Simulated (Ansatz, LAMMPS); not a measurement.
# Gap against volume in amorphous Hg32S25Se7 (64 atoms)

Density of this cell: 5.84 g/cm³. The cell holds 64 atoms: 32 Hg, 25 S and 7 Se. Cell: a = 12.948 Å, b = 14.292 Å, c = 12.347 Å, α = 89.7°, β = 98.0°, γ = 77.9°. The starting structure: 64 atoms (32 Hg, 25 S, 7 Se) placed at random at 7.29 g/cm³, melted at 2500 K for 10 ps at fixed volume with the Stillinger-Weber II-VI potential (Zhou et al., Phys. Rev. B 88, 085309 (2013)). Quenched from 2500 K to 300 K at 5 K/ps and fixed volume, held 5 ps.

Calculated with Ansatz 0.2.0: Kohn-Sham DFT, PBE, PAW (set soft_1), plane waves; cutoff 420 eV, Γ point, fermi-dirac smearing of 0.025 eV. The relaxed cell was scaled evenly and the atoms were relaxed at each volume. The gap is that between the highest filled and the lowest empty Kohn-Sham level on the run's k-points.

```
volume (Å³/atom)  gap (eV)
          31.090               1.335
          32.472               1.312
          33.508                   ?
          34.545               1.246
          35.581               1.189
          36.617               1.171
```

Task: Fit a straight line in ln V to the rows given and interpolate to the withheld row.

**Working.**

A volume deformation potential makes the spacing linear in u = ln(V/V0), with V0 = 34.545 Å³ the relaxed volume; v is the spacing.

```
u = ln(V/V0)  v (eV)
   -0.105361  1.3351
  -0.0618757  1.3118
           0  1.2459
   0.0295591  1.1886
   0.0582683  1.1715
```

With n = 5: mean u = -0.0158818, mean v = 1.25058, Σ(u − ū)² = 0.017937, Σ(u − ū)(v − v̄) = -0.019133. Slope b = -0.019133 / 0.017937 = -1.0667; intercept a = v̄ − b ū = 1.2336.

At the withheld volume u = -0.03046, and v = a + b u.

Prediction at 33.508: 1.266 eV. The run gave 1.268 eV, so the fit is low by 0.0015 eV (0.12 % of the value).

The slope, -1.07 eV, says that the spacing narrows on expansion. Among the rows given, the largest miss of the fit is at 35.581, by 0.014 eV (8.3 % of the range of the table).

Limits: The table spans 16 % in volume, wide for a linear law. Semilocal functionals tend to put gaps under measured ones. Only the Γ point is sampled. Defect or tail levels can set the spacing of a disordered cell. Spin–orbit coupling is left out, which matters for the levels of the heavy elements.

[Logs are printed without paths, hosts, clocks, repeated set-up lines and the standing remarks that a program may print on its own settings, such as how far it seeks lower states.]

[Hosts, paths, dates, database ids (printed as entryN), source tags and the programs' standing remarks are cut or masked in the printed files.]
